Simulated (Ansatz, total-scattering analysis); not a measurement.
# Total scattering from Al2O3 at 2500 K

The model: ab initio molecular dynamics with Ansatz (LDA, plane waves, PAW default files, Langevin thermostat, no spin, fixed volume). The average runs over 1.74 ps of 70 atoms, so shells between rare elements are rough. Mean temperature 2444 K, largest m.s.d. 2.08 Å², energy drift +14 meV an atom (last third less first, no steady trend), Langevin friction 10 ps⁻¹; the first quarter of the run is discarded. Start: last frame of a classical run of this cell at the same density and temperature. So short a stretch relaxes bonds and nearest shells but still remembers its start. The density is set to 2.850 g/cm³. Composition: Al 40.0, O 60.0 atom %. Production: 129 frames 0.0135 ps apart at 2500 K, fixed volume (mean pressure -3.4 GPa).

S(Q) is the Faber–Ziman total, Σ ci cj fi fj (Sij − 1)/⟨f⟩² + 1. Below 4 Å⁻¹ the partials are summed on the cell's own reciprocal vectors (from 0.67 Å⁻¹) and folded with a Gaussian of σ = 0.15 Å⁻¹; above it they are transforms of g(r) out to 6.4 Å, tapered over the last 40 %. The fold lowers sharp peaks, and with so few vectors their positions are good to about 0.1 Å⁻¹. X-rays take neutral-atom form factors, neutrons coherent lengths (Al 3.449, O 5.8037 fm). G(r) = 4πrρ₀[g(r) − 1] carries the resolution of a Lorch-windowed transform up to 20 Å⁻¹. The patterns are simulated, not measured. The cell is small: beyond half the box only the part of each shell inside it is counted, and low-Q values rest on few vectors.

Q: What peaks of S(Q) and neighbour shells come out?

Density 2.850 g/cm³, ρ₀ = 0.0842 Å⁻³. Mean square displacements over the run: Al 2.08, O 1.46 Å² (damped by the Langevin friction of 10 ps⁻¹); the sample is a liquid as far as so short a run tells.

Maxima of S(Q), Q in Å⁻¹ (height): X-ray: 1.99 (0.81), 4.43 (1.44), 7.74 (1.13); neutron: 2.75 (1.15), 4.59 (1.29), 7.64 (1.13).

```tsv
Q (Å⁻¹)	X-ray	neutron
0.80	0.12	0.10
1.10	0.19	0.15
1.40	0.40	0.29
1.70	0.65	0.46
2.00	0.81	0.55
2.30	0.73	0.66
2.60	0.75	1.05
2.90	0.77	1.10
3.20	0.75	0.88
3.50	0.87	0.87
3.80	1.04	0.94
4.10	1.30	1.10
4.40	1.44	1.26
4.70	1.34	1.28
5.00	1.10	1.18
5.30	0.87	1.01
5.60	0.77	0.86
5.90	0.79	0.80
6.20	0.86	0.81
6.50	0.92	0.87
6.80	0.97	0.96
7.10	1.03	1.05
7.40	1.10	1.11
7.70	1.13	1.13
8.00	1.11	1.10
8.30	1.06	1.05
8.60	1.00	1.00
8.90	0.96	0.96
9.20	0.93	0.94
9.50	0.93	0.94
9.80	0.94	0.95
```

Maxima of G(r), r in Å (Å⁻²): X-ray: 1.80 (2.31), 3.19 (0.86), 4.36 (0.41); neutron: 1.80 (1.57), 2.84 (0.97), 5.20 (0.31).

```csv
pair,first peak (Å),g there,first minimum (Å),g there,neighbours,X-ray weight (f = Z),neutron weight
Al–O,1.78,5.5,2.58,0.26,"4.5 O per Al, 3.0 Al per O",0.50,0.41
O–O,2.76,2.2,3.98,0.64,12.6,0.23,0.51
Al–Al,3.16,2.4,4.04,0.58,9.0,0.27,0.08
```

Bonded neighbours (only these pairs count: cutoffs Al–O 2.58 Å): Al: 3 1.0 %, 4 49 %, 5 44 %, 6 5.7 %; O: 2 12 %, 3 73 %, 4 15 %. For Al–O g doesn't fall to zero at the cutoff, so those shares hang on where it is put. Oxygen by network formers bound (Si, B, P, Ge and Al count): two 12 %, three or more 88 %. O–Al–O peak at 92° and Al–O–Al peak at 112°. These counts come from 15 frames.

Unlike atoms are nearest: the pair functions peak at 1.78 Å (Al–O) and 2.76 Å (O–O). The ratio of these peaks, 1.55 (±0.04), compares with 1.73 for a triangle, 1.63 for a tetrahedron and 1.41 for an octahedron, and Al has 4.5 anions. The weights that differ most between the probes (X-ray, neutron): O–O 0.23 and 0.51, Al–Al 0.27 and 0.08 and Al–O 0.50 and 0.41. At 2.75 Å⁻¹ neutrons show a peak (1.15) where X-rays give 0.77: term by term, w(S − 1) with f = Z as a rough X-ray weight: O–O +0.72 against +0.32, Al–Al +0.07 against +0.25 and Al–O -0.65 against -0.80 (neutron against X-ray).

[Logs are printed without paths, hosts, clocks, repeated set-up lines and the standing remarks that a program may print on its own settings, such as how far it seeks lower states.]
